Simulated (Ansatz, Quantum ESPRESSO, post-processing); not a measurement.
# Screening and band shifts of 1T-PbF2, 1 layer, part 2 of 2

Aim: how 1T-PbF2, 1 layer screens a field along its normal, and what the field does to its bands.

Quantum ESPRESSO 7.5; plane-wave DFT, vdW-DF-cx, GBRV ultrasoft pseudopotentials made under PBE; geometry and cross-check by Ansatz 0.2.0 with PAW datasets.

So far. Step 13 (Band structure: field 0.4 V/Å): Along this path the valence top lies at K and the conduction bottom at Γ. Step 14 (Density by pp.x): The density integrates to 28.000 electrons, as the 28 of the input ask.

## (17) Polarisability from the dipole between 0 and 0.1 V/A

Numbers from this step:

* change of slope in the vacuum: 0.10000 eV/Å
* polarisability a cell: 2.779 Å³
* sheet polarisability 4πα/A: 2.540 Å

Table of change of the potential energy, second field less first by z:

| z (Å) | change of the potential energy, second field less first (eV) |
| --- | --- |
| 0.0 | -0.420 |
| 0.5 | -0.790 |
| 1.0 | -0.740 |
| 1.5 | -0.690 |
| 2.0 | -0.640 |
| 2.5 | -0.590 |
| 3.0 | -0.540 |
| 3.5 | -0.490 |
| 4.0 | -0.440 |
| 4.5 | -0.390 |
| 5.0 | -0.340 |
| 5.5 | -0.290 |
| 6.0 | -0.241 |
| 6.5 | -0.191 |
| 7.0 | -0.142 |
| 7.5 | -0.0963 |
| 8.0 | -0.0565 |
| 8.5 | -0.0275 |
| 9.0 | -0.0105 |
| 9.5 | -0.00248 |
| 10.0 | 0.00454 |
| 10.5 | 0.0140 |
| 11.0 | 0.0349 |
| 11.5 | 0.0673 |
| 12.0 | 0.110 |
| 12.5 | 0.157 |
| 13.0 | 0.206 |
| 13.5 | 0.256 |
| 14.0 | 0.306 |
| 14.5 | 0.356 |
| 15.0 | 0.406 |
| 15.5 | 0.456 |
| 16.0 | 0.506 |
| 16.5 | 0.556 |
| 17.0 | 0.606 |
| 17.5 | 0.656 |
| 18.0 | 0.706 |
| 18.5 | 0.756 |
| 19.0 | 0.320 |

## (18) Dipole against field

Dipole along the normal, dipole moment against applied field:

| applied field (V/Å) | dipole along the normal, dipole moment (e·Å) |
| --- | --- |
| 0.000 | 0 |
| 0.100 | 0.0193 |
| 0.200 | 0.0386 |
| 0.400 | 0.0772 |

## (19) Cross-check with Ansatz: field 0.1 V/Å

As a check, the same structure is run in Ansatz.

Level of this step: plane-wave DFT, PBE, Ansatz PAW (Ansatz 0.2.0).

input.yaml reads:

```yaml
crystal:
  lattice:
    - [3.9843406047, 0.0, 0.0]
    - [-1.9921703023, 3.450540181, 0.0]
    - [0.0, 0.0, 19.3573446259]
  atoms:
    - { symbol: F, position: [0.6666666667, 0.3333333333, 0.4485378592] }
    - { symbol: Pb, position: [0.0, 0.0, 0.499999372] }
    - { symbol: F, position: [0.3333333333, 0.6666666667, 0.5514627687] }
kpoints:
  mp_grid: { grid: [12, 12, 1] }
hamiltonian:
  xc: pbe
scf:
  occupations: { method: fermi_dirac, width: 0.054 }
  convergence: { dr2_threshold: 1.0e-09 }
efield:
  axis: 3
  dipole_correction: true
  ramp_position: 0.97
  ramp_width: 0.04
  amplitude: 0.1
output:
  write_potential: true
  write_density: true
  volumetric_format: npy
```

Started as:

```
$ ansatz run input.yaml --threads 4 --pin off --max-ram 8192MiB --backend cpu --events-out ev --progress --plain --runs-dir out
```

Run time: 5.2 s. Hardware: 4 threads of Arm Neoverse N1, shared host; peak memory 0.53 GiB; 20 s of CPU time.

This step gave:

| Item | Value |
| --- | --- |
| free energy | -13524.2988 eV |
| Fermi energy | -2.800 eV |
| gap by band count | 3.461 eV |
| dipole along the normal | 0.01928 e·Å |

At 0.1 V/Å Ansatz's dipole is 0.0193 e Å against 0.0193 from pw.x, under another functional.

## (20) Cross-check with Ansatz: field -0.1 V/Å

input.yaml, as its differences from the input of step 19:

```diff
@@ -21,3 +21,3 @@
   ramp_width: 0.04
-  amplitude: 0.1
+  amplitude: -0.1
 output:
```

Run time: 5.2 s. Hardware: 4 threads; peak memory 0.54 GiB; 20 s of CPU time.

Numbers from this step:

```
Fermi energy            : -2.834 eV
dipole along the normal : -0.01930 e·Å
```

## (21) Dipole against field, Ansatz

Table of dipole along the normal, dipole moment by applied field:

| applied field (V/Å) | dipole along the normal, dipole moment (e·Å) |
| --- | --- |
| -0.1000 | -0.0193 |
| 0.0000 | -1.5e-5 |
| 0.1000 | 0.0193 |

## (22) Ground state, with K_POINTS = [4, 4, 1]

How much does a setting matter? One run is repeated with a change.

Level of this step: plane-wave DFT, vdW-DF-cx, GBRV ultrasoft pseudopotentials made under PBE (Quantum ESPRESSO 7.5). input_dft overrides the functional of the files.

f1.w0.in reads:

```
&control
  prefix = 'f1.w0'
  outdir = './out'
  pseudo_dir = './pseudo'
  calculation = 'scf'
  tprnfor = .true.
  tefield = .true.
  dipfield = .true.
/
&system
  ibrav = 0
  nat = 3
  ntyp = 2
  ecutwfc = 40
  ecutrho = 200
  input_dft = 'vdw-df-cx'
  occupations = 'smearing'
  smearing = 'fd'
  degauss = 0.004
  edir = 3
  emaxpos = 0.97
  eopreg = 0.04
  eamp = 0.00194469
/
&electrons
  conv_thr = 1e-09
  mixing_beta = 0.4
  electron_maxstep = 120
  mixing_mode = 'plain'
/
ATOMIC_SPECIES
  F   18.9984  f_pbe_v1.4.uspp.F.UPF
  Pb  207.2000  pb_pbe_v1.uspp.F.UPF
CELL_PARAMETERS angstrom
  3.98434060467257 0.00000000000000 -0.00000000000000
  -1.99217030233629 3.45054018097630 -0.00000000000000
  -0.00000000000000 -0.00000000000000 19.35734462590000
ATOMIC_POSITIONS crystal
  F   0.666666666667 0.333333333333 0.448537859231
  Pb  -0.000000000000 -0.000000000000 0.499999372046
  F   0.333333333333 0.666666666667 0.551462768723
K_POINTS automatic
  4 4 1 0 0 0
```

Started as:

```
$ OMP_NUM_THREADS=1 mpirun -n 4 pw.x -nk 1 -in f1.w0.in > f1.w0.out
```

Wall time 45 s (4 MPI ranks); peak memory 0.55 GiB.

The changed values were drawn from a wide range, not chosen for quality; the comparison shows what they did here together.

Beside the run it was changed from:

| quantity | this run | unchanged run | difference |
| --- | --- | --- | --- |
| dipole along the normal (e·Å) | 0.01928 | 0.01930 | -2.1e-5 |
| free energy (eV) | -3551.768 | -3551.768 | 2.2e-4 |
| wall time (s) | 45 | 111 |  |
| SCF iterations | 11 | 8 |  |

The free energy moves by +0.073 meV an atom.

This run starts from superposed atoms, the unchanged one from a saved density, so their iteration counts don't compare.

The physical values in this table move by up to 0.11 %.

## (23) Worked from the printed numbers

α = Δp/E = (0.01930 − (0.00000)) e Å / 0.1 V/Å = 0.1930 e Å²/V; times e/(4πε₀) = 14.40 V Å this is 2.779 Å³. With A = 13.748 Å², 4πα/A = 2.540 Å.

## (24) Summary of results

```yaml
polarisability_along_the_normal_a_cell: 2.78 Å³
sheet_polarisability_4pi_alpha_a: 2.54 Å
dipole_without_a_field: 0 e·Å
kohn_sham_ionisation_potential_upper_face: 7.12 eV
gap_along_the_path_at_0_v_a: 3.46 eV
gap_along_the_path_at_0p2_v_a: 3.45 eV
gap_along_the_path_at_0p4_v_a: 3.43 eV
```

In words: The sheet answers a field with a polarisability of 2.78 Å³ a cell, or 4πα/A = 2.54 Å (vdW-DF-cx, GBRV ultrasoft (made under PBE)). In pw.x the dipole follows the field linearly over the range tried. A perfect conductor 2.54 Å thick would screen alike; the outer atoms lie 1.99 Å apart. At 0.1 V/Å the sheet takes 0.254 eV off the potential drop. At 0.2 V/Å the gap along the path is unchanged within 0.01 eV. Quantum ESPRESSO and Ansatz give 2.779 and 2.777 Å³ for the polarisability (pw.x from 0 and 0.1 V/Å, Ansatz from ±0.1 V/Å, under PBE), which agree. The ions stay at their zero-field places, so this is the electrons' response alone. Semilocal gaps are too small, and in strong fields empty levels can belong to the vacuum. Spin-orbit coupling is left out; depending on the atoms that carry the levels of interest, it can split and shift them by tenths of an eV to an eV or more.

[Logs are printed without paths, hosts, clocks, repeated set-up lines and the standing remarks that a program may print on its own settings, such as how far it seeks lower states.]

[Hosts, paths, dates, database ids (printed as entryN), source tags and the programs' standing remarks are cut or masked in the printed files.]

[Maps of the electrostatic potential energy from Ansatz leave out the sawtooth potential of an applied field or a dipole correction, so their vacuum need not be flat; planar profiles and work functions include it.]
